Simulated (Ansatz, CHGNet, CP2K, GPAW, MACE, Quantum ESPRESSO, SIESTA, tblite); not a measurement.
**CP2K on twisted Ti2CO2 MXene bilayer, 21.79° (70 atoms): settings against a plane-wave reference**

Aim: run twisted Ti2CO2 MXene bilayer, 21.79° (70 atoms) in CP2K and see how near its forces come to a plane-wave reference, and at what cost.

Main program and level: CP2K 2026.2; the method is named at each step.

### 1. Set-up

The cell holds 70 atoms: 14 C, 28 Ti and 28 O. Its edges and angles: a = 8.017 Å, b = 8.017 Å, c = 23.860 Å, α = 90.0°, β = 90.0°, γ = 120.0°. It derives from Ti2CO2 (Ti2CO2 MXene). Ti2CO2 MXene (a = 3.03 Å) under Ti2CO2 MXene (a = 3.03 Å), bilayer, commensurate cell of 7 unit cells a layer, twist 21.79 deg; facing planes 2.98 Å apart; 12 Å of vacuum; layers as built, displaced by a Gaussian of 0.01 Å. Then every atom was moved at random, 0.03 Å r.m.s. a Cartesian component. Regions: layer 1, 35 atoms (7 C, 14 Ti and 14 O); layer 2, 35 atoms (7 C, 14 Ti and 14 O). Vacuum lies along c.

The yardstick, on the same geometry:

| Item | Value |
| --- | --- |
| method | Kohn-Sham DFT, PBE, SSSP efficiency 1.3.0 pseudopotentials, plane waves (Quantum ESPRESSO 7.5); sssp-pbe-1.3.0-efficiency, cutoffs 60/480 Ry, Γ point |
| r.m.s. force component | 0.5 eV/Å |
| longest force | 1.983 eV/Å |
| gap (highest filled to lowest empty level) | 0.4847 eV |
| time | 9.5 min on 4 MPI ranks of Arm Neoverse V1, shared host |
| CPU time | 38 min |

### 2. PBE, DZVP-UZH, 800/50 Ry, diagonalisation

Method: Kohn-Sham DFT, PBE, GTH-PBE pseudopotentials, Gaussian and plane waves, DZVP-MOLOPT (UZH set), diagonalisation.

File input.inp:

```
&GLOBAL
  PROJECT cell
  RUN_TYPE ENERGY_FORCE
  PRINT_LEVEL LOW
&END GLOBAL
&FORCE_EVAL
  METHOD QS
  &DFT
    BASIS_SET_FILE_NAME BASIS_MOLOPT_UZH
    POTENTIAL_FILE_NAME POTENTIAL_UZH
    &MGRID
      CUTOFF 800
      REL_CUTOFF 50
      NGRIDS 5
    &END MGRID
    &QS
      EPS_DEFAULT 1.0E-12
    &END QS
    &SCF
      SCF_GUESS ATOMIC
      EPS_SCF 5.0E-06
      MAX_SCF 200
      ADDED_MOS 45
      &DIAGONALIZATION
        ALGORITHM STANDARD
      &END DIAGONALIZATION
      &SMEAR ON
        METHOD FERMI_DIRAC
        ELECTRONIC_TEMPERATURE [K] 580
      &END SMEAR
      &MIXING
        METHOD BROYDEN_MIXING
        ALPHA 0.2
        NBROYDEN 12
        BETA 0.05
      &END MIXING
      &PRINT
        &RESTART OFF
        &END RESTART
      &END PRINT
    &END SCF
    &XC
      &XC_FUNCTIONAL PBE
      &END XC_FUNCTIONAL
    &END XC
    &PRINT
      &MULLIKEN ON
      &END MULLIKEN
      &HIRSHFELD ON
        SHAPE_FUNCTION DENSITY
      &END HIRSHFELD
      &MO ON
        EIGENVALUES T
        OCCUPATION_NUMBERS T
        MO_INDEX_RANGE 269 292
        &EACH
          QS_SCF 0
        &END EACH
        ADD_LAST NUMERIC
      &END MO
    &END PRINT
  &END DFT
  &SUBSYS
    &CELL
      A 8.01660 0.00000 0.00000
      B -4.00830 6.94258 0.00000
      C 0.00000 0.00000 23.86000
    &END CELL
    &COORD
      C 3.98950 6.93237 8.24625
      Ti 0.57034 1.67129 9.53374
      Ti 1.77047 0.33699 6.91248
      O 1.73062 0.31533 10.41441
      O 0.55599 1.71155 5.97788
      C -0.59295 2.99454 8.24053
      Ti 0.01924 4.62390 9.54424
      Ti 1.12798 3.31765 6.90127
      O 1.15299 3.34514 10.43493
      O -0.02854 4.67749 5.98886
      C -1.16253 5.96430 8.25962
      Ti 3.46558 0.65857 9.54567
      Ti 0.56709 6.26443 6.93252
      O 0.64061 6.26443 10.40034
      O 3.40714 0.64441 6.03682
      C 2.25968 1.97718 8.16680
      Ti 2.80192 3.58994 9.60842
      Ti 4.02245 2.31542 6.90318
      O 4.04722 2.35749 10.42658
      O 2.84702 3.63972 6.02012
      C 1.70866 4.93104 8.24792
      Ti 2.28425 6.57018 9.53493
      Ti 3.39050 5.32531 6.88385
      O 3.40605 5.24436 10.41250
      O 2.29215 6.59885 5.94472
      C 5.14133 0.94343 8.18517
      Ti 5.72878 2.65519 9.49771
      Ti 6.86714 1.38373 6.93252
      O 6.88907 1.28452 10.47764
      O 5.69479 2.66408 5.99817
      C 4.60349 3.89305 8.14700
      Ti -2.84569 5.62411 9.48411
      Ti -1.73062 4.28316 6.89363
      O -1.71495 4.34307 10.43350
      O -2.86702 5.65661 5.98361
      C -1.65916 4.96290 15.66767
      Ti -0.56898 6.27630 16.91292
      Ti -0.01479 4.59536 14.29047
      O 0.00906 4.65139 17.84895
      O -0.60525 6.24777 13.37949
      C 3.97499 6.90710 15.63951
      Ti 1.15098 1.35096 16.98498
      Ti -2.28160 6.64238 14.24800
      O -2.32093 6.59760 17.86446
      O 1.19744 1.32117 13.45776
      C 0.57026 2.94678 15.61542
      Ti 1.72525 4.29343 16.95706
      Ti 2.31074 2.63547 14.30526
      O 2.29363 2.66262 17.87186
      O 1.71194 4.28413 13.40383
      C 1.07871 5.96243 15.64047
      Ti 6.25704 0.30242 16.96995
      Ti 2.88517 5.56698 14.36372
      O 2.81487 5.63335 17.84776
      O 6.25772 0.31221 13.42268
      C 2.84329 0.94037 15.60539
[... 10 atom lines left out ...]
      Ti -1.15956 3.29294 16.98212
      Ti -0.53475 1.63060 14.34225
      O -0.56188 1.61262 17.85324
      O -1.15106 3.34084 13.43413
    &END COORD
    &KIND C
      BASIS_SET DZVP-MOLOPT-PBE-GTH-q4
      POTENTIAL GTH-PBE-q4
    &END KIND
    &KIND Ti
      BASIS_SET DZVP-MOLOPT-PBE-GTH-q12
      POTENTIAL GTH-PBE-q12
    &END KIND
    &KIND O
      BASIS_SET DZVP-MOLOPT-PBE-GTH-q6
      POTENTIAL GTH-PBE-q6
    &END KIND
  &END SUBSYS
  &PRINT
    &FORCES ON
    &END FORCES
  &END PRINT
&END FORCE_EVAL
```

The run is started by

```console
$ OMP_NUM_THREADS=2 cp2k.psmp -i input.inp > output.txt
```

Numbers of over 12 decimals in the logs are rounded to 6 here.

Log:

```text
CP2K| version string:                                       CP2K version 2026.2
 CP2K| Input file name                                                 input.inp
 GLOBAL| Basis set file name                                    BASIS_MOLOPT_UZH
 GLOBAL| Potential file name                                       POTENTIAL_UZH
 GLOBAL| Run type                                                   ENERGY_FORCE
 GLOBAL| Total number of message passing processes                             1
 GLOBAL| Number of threads for this process                                    2
 TOTAL NUMBERS AND MAXIMUM NUMBERS
  Total number of            - Atomic kinds:                                   3
                             - Atoms:                                         70
                             - Shell sets:                                    70
                             - Shells:                                       434
                             - Primitive Cartesian functions:                378
                             - Cartesian basis functions:                   1456
                             - Spherical basis functions:                   1274
  Maximum angular momentum of- Orbital basis functions:                        3
                             - Local part of the GTH pseudopotential:          2
                             - Non-local part of the GTH pseudopotential:      3
 SCF PARAMETERS         Density guess:                                    ATOMIC
                        max_scf:                                             200
                        eps_scf:                                        5.00E-06
                        added MOs                                        45    0
                        Mixing method:                            BROYDEN_MIXING
                                                charge density mixing in g-space
                        Smear method:                                FERMI_DIRAC
                        Electronic temperature [K]:                        580.0
                        Electronic temperature [a.u.]:                  1.84E-03
                        Accuracy threshold:                             1.00E-10
 Extrapolation method: initial_guess
 Number of electrons:                                                        560
 Number of occupied orbitals:                                                280
 Number of molecular orbitals:                                               325
 Number of orbital functions:                                               1274
 Number of independent orbital functions:                                   1274
 SCF WAVEFUNCTION OPTIMIZATION
  Step     Update method      Time    Convergence         Total energy    Change
     1 NoMix/Diag. 0.20E+00   12.1     1.07302249     -2169.0210549614 -2.17E+03
     2 Broy./Diag. 0.20E+00   18.8     0.31638202     -2152.6451051677  1.64E+01
     3 Broy./Diag. 0.20E+00   19.3     0.11862231     -2155.7908722706 -3.15E+00
     4 Broy./Diag. 0.20E+00   19.4     0.06464452     -2154.8152357271  9.76E-01
[...]
17 Broy./Diag. 0.20E+00   20.7     0.00000503     -2157.6547307641  7.24E-04
    18 Broy./Diag. 0.20E+00   20.4     0.00000306     -2157.6543332951  3.97E-04
  *** SCF run converged in    18 steps ***
  Electronic density on regular grids:       -559.9999999994        0.0000000006
  Core density on regular grids:              559.9999999998       -0.0000000002
  Total charge density on r-space grids:        0.0000000004
  Total charge density g-space grids:           0.0000000004
  Overlap energy of the core charge distribution:               2.12e-12
  Self energy of the core charge distribution:              -4335.341480
  Core Hamiltonian energy:                                   1142.924533
  Hartree energy:                                            1362.662939
  Exchange-correlation energy:                               -327.899535
  Electronic entropic energy:                                  -0.00078971
  Fermi energy:                                                 0.113103
  Total energy:                                             -2157.654333
  Total energy (extrapolated to T->0):                      -2157.653938
 MO| EIGENVALUES AND OCCUPATION NUMBERS
 MO|
 MO|  Index      Eigenvalue [a.u.]        Eigenvalue [eV]             Occupation
 MO|    269               0.029281               0.796773               2.000000
 MO|    270               0.030256               0.823317               2.000000
 MO|    271               0.030385               0.826806               2.000000
[...]
MO|    291               0.132472               3.604748               0.000053
 MO|    292               0.132829               3.614450               0.000043
 MO| Sum:                                                             560.000000
 MO| E(Fermi):            0.113103 a.u.          3.077688 eV
 !-----------------------------------------------------------------------------!
                     Mulliken Population Analysis
 #  Atom  Element  Kind  Atomic population                           Net charge
       1     C        1          4.281525                             -0.281525
       2     Ti       2         11.349961                              0.650039
       3     Ti       2         11.360153                              0.639847
[...]
69     O        3          6.523887                             -0.523887
      70     O        3          6.501749                             -0.501749
 # Total charge                            560.000000                  0.000000
 !-----------------------------------------------------------------------------!
 !-----------------------------------------------------------------------------!
                           Hirshfeld Charges
  #Atom  Element  Kind  Ref Charge     Population                    Net charge
      1       C      1       4.000          4.322                        -0.322
      2       Ti     2      12.000         11.582                         0.418
      3       Ti     2      12.000         11.584                         0.416
[...]
69       O      3       6.000          6.261                        -0.261
     70       O      3       6.000          6.256                        -0.256
  Total Charge                                                           -0.000
 !-----------------------------------------------------------------------------!
 ENERGY| Total FORCE_EVAL ( QS ) energy [hartree]          -2157.654230
 FORCES| Atomic forces [hartree/bohr]
 FORCES|   Atom     x               y               z               |f|
 FORCES|      1 -1.81670607E-03  3.21320789E-03 -1.00948099E-02   1.07485028E-02
 FORCES|      2 -8.36061458E-03 -2.30225581E-02 -1.29435112E-02   2.77032948E-02
 FORCES|      3 -1.40581562E-02  4.33856221E-03  5.47344311E-03   1.56975622E-02
[...]
FORCES|     69 -6.38331149E-03  5.53812242E-03  8.95412159E-03   1.23123417E-02
 FORCES|     70 -4.71836759E-03 -9.38180012E-03 -8.09358855E-03   1.32584819E-02
 FORCES| Sum    -1.19909092E-04  1.57787526E-04  2.16203525E-03
 FORCES| Total atomic force                                       2.17109915E-03
```

Elapsed: 6.7 min, on 2 threads of Arm Neoverse V1, shared host; peak memory 6.6 GiB; 12 min of CPU time.

Banners, paths, timers and routine set-up lines are dropped from the logs unmarked, and long logs keep their key lines alone; longer cuts are marked.

Numbers from this run, and their distance from the reference:

| Item | Value |
| --- | --- |
| r.m.s. force component | 0.5246 eV/Å |
| r.m.s. difference of force components | 41.46 meV/Å |
| longest difference of force vectors | 127.6 meV/Å |
| force difference over r.m.s. force | 8.292 % |
| slope of forces against the reference's | 1.047 |
| correlation of force components | 0.9979 |
| gap (highest filled to lowest empty level) | 0.482 eV |
| gap difference | -0.0027 eV |

Length of the force difference by element (eV/Å):

```
element  atoms    mean   most
      C     14  0.0091  0.019
      O     28   0.084   0.13
     Ti     28   0.072  0.096
```

Levels nearest the highest filled one (eV from it): -2.05, -2.02, -2.02, -1.98, -1.96, -1.90, -1.29, -1.02, -0.10, -0.08, -0.05, 0.00, 0.48, 0.49, 0.54, 0.54, 0.61, 0.65, 0.65, 0.66, 0.70, 0.73, 0.76, 0.77.

A closer look about C56, picked at random: 9 atoms, nearest first, numbered in the order of the input, with positions taken from that point.

```
atom      x      y      z  distance (Å)  bonds  Hirshfeld charge (e)     Fx     Fy  Fz (eV/Å)
 C56   0.00   0.00   0.00          0.00      6                 -0.33  -0.28   0.58       0.61
Ti58   1.72  -0.28  -1.25          2.15      6                  0.40   0.88   0.23      -0.25
Ti43  -1.12  -1.24  -1.36          2.15      6                  0.43   1.11  -0.02       1.18
Ti37   0.60  -1.61   1.31          2.16      6                  0.40   0.04  -0.35      -0.73
Ti48  -0.53   1.70  -1.30          2.20      6                  0.42   0.97   0.52       0.74
Ti42  -1.69   0.41   1.38          2.22      6                  0.43   0.35  -0.02      -0.79
Ti57   1.20   1.32   1.36          2.25      6                  0.42   0.22   0.96      -0.95
 O45  -1.65   0.38  -2.15          2.73      3                 -0.25  -0.96   0.02      -1.37
 O59   1.68  -0.29   2.23          2.81      3                 -0.25   0.42   0.20       1.18
```

Forces lie 8.3 % from the reference's, at 0.32 times its CPU time (on 2 against 4 cores).

### 3. PBE+D3(BJ), DZVP-UZH, 800/50 Ry, diagonalisation

Method: Kohn-Sham DFT, PBE+D3(BJ), GTH-PBE pseudopotentials, Gaussian and plane waves, DZVP-MOLOPT (UZH set), diagonalisation.

input.inp, as its differences from that of step 2:

```diff
@@ -44,2 +44,10 @@
       &END XC_FUNCTIONAL
+      &VDW_POTENTIAL
+        POTENTIAL_TYPE PAIR_POTENTIAL
+        &PAIR_POTENTIAL
+          TYPE DFTD3(BJ)
+          PARAMETER_FILE_NAME dftd3.dat
+          REFERENCE_FUNCTIONAL PBE
+        &END PAIR_POTENTIAL
+      &END VDW_POTENTIAL
     &END XC
@@ -69,3 +77,28 @@
     &COORD
-[... 70 atom lines left out: the same atoms as in the first run ...]
+      SCALED
+      C 0.99692 0.99853 0.34561
+      Ti 0.19151 0.24073 0.39957
+      Ti 0.24512 0.04854 0.28971
+      O 0.23859 0.04542 0.43648
+      O 0.19262 0.24653 0.25054
+      C 0.14170 0.43133 0.34537
+      Ti 0.33541 0.66602 0.40001
+      Ti 0.37964 0.47787 0.28924
+      O 0.38474 0.48183 0.43734
+      O 0.33331 0.67374 0.25100
+      C 0.28453 0.85909 0.34617
+      Ti 0.47973 0.09486 0.40007
+      Ti 0.52190 0.90232 0.29055
+      O 0.53107 0.90232 0.43589
+      O 0.47142 0.09282 0.25301
+      C 0.42427 0.28479 0.34228
+      Ti 0.60806 0.51709 0.40270
+      Ti 0.66852 0.33351 0.28932
+      O 0.67464 0.33957 0.43699
+      O 0.61727 0.52426 0.25231
+[... 46 atom lines left out ...]
+      Ti 0.09251 0.47431 0.71174
+      Ti 0.05073 0.23487 0.60110
+      O 0.04605 0.23228 0.74825
+      O 0.09702 0.48121 0.56304
     &END COORD
```

Log:

```text
CP2K| version string:                                       CP2K version 2026.2
 CP2K| Input file name                                                 input.inp
 GLOBAL| Basis set file name                                    BASIS_MOLOPT_UZH
 GLOBAL| Potential file name                                       POTENTIAL_UZH
 GLOBAL| Run type                                                   ENERGY_FORCE
 GLOBAL| Total number of message passing processes                             1
 GLOBAL| Number of threads for this process                                    2
[... lines left out ...]
                        Smear method:                                FERMI_DIRAC
[... lines left out ...]
 Number of electrons:                                                        560
[... lines left out ...]
  Step     Update method      Time    Convergence         Total energy    Change
[... lines left out ...]
  *** SCF run converged in    18 steps ***
[... lines left out ...]
  Fermi energy:                                                 0.113103
  Total energy:                                             -2158.308073
  Total energy (extrapolated to T->0):                      -2158.307678
[... lines left out ...]
 MO| E(Fermi):            0.113103 a.u.          3.077690 eV
[... lines left out ...]
                           Hirshfeld Charges
  #Atom  Element  Kind  Ref Charge     Population                    Net charge
      1       C      1       4.000          4.322                        -0.322
      2       Ti     2      12.000         11.582                         0.418
      3       Ti     2      12.000         11.584                         0.416
[...]
69       O      3       6.000          6.261                        -0.261
     70       O      3       6.000          6.256                        -0.256
  Total Charge                                                           -0.000
 !-----------------------------------------------------------------------------!
 ENERGY| Total FORCE_EVAL ( QS ) energy [hartree]          -2158.307969
 FORCES| Atomic forces [hartree/bohr]
 FORCES|   Atom     x               y               z               |f|
 FORCES|      1 -1.82288414E-03  3.20516892E-03 -9.95698065E-03   1.06177906E-02
 FORCES|      2 -8.35689955E-03 -2.30001257E-02 -1.29392414E-02   2.76815376E-02
 FORCES|      3 -1.40237771E-02  4.33493842E-03  7.67546296E-03   1.65641404E-02
[...]
FORCES|     69 -6.38571122E-03  5.53886177E-03  7.97435944E-03   1.16209598E-02
 FORCES|     70 -4.71511107E-03 -9.37831988E-03 -7.84181880E-03   1.31026439E-02
 FORCES| Sum    -1.19793118E-04  1.57739889E-04  2.16143062E-03
 FORCES| Total atomic force                                       2.17048718E-03
```

The job ended after 7 min (2 threads; peak memory 6.6 GiB).

Numbers from this run, and their distance from the reference:

```
r.m.s. force component                           : 0.5295 eV/Å
r.m.s. difference of force components            : 56.61 meV/Å
longest difference of force vectors              : 197.1 meV/Å
force difference over r.m.s. force               : 11.32 %
slope of forces against the reference's          : 1.054
correlation of force components                  : 0.9956
gap (highest filled to lowest empty level) : 0.482 eV
gap difference                                   : -0.0027 eV
```

Against the first run (8.3 %), the force difference from the reference is 11 %, at 1.0 times the CPU time; the model has changed, so this is no error of the program alone.

[end of part 1 of 2]

[Also dropped from logs without a mark: logging warnings of Python, and SIESTA's first energy breakdown and zero terms.]

[Logs are printed without paths, hosts, clocks, repeated set-up lines and the standing remarks that a program may print on its own settings, such as how far it seeks lower states.]

[Hosts, paths, dates, database ids (printed as entryN), source tags and the programs' standing remarks are cut or masked in the printed files.]
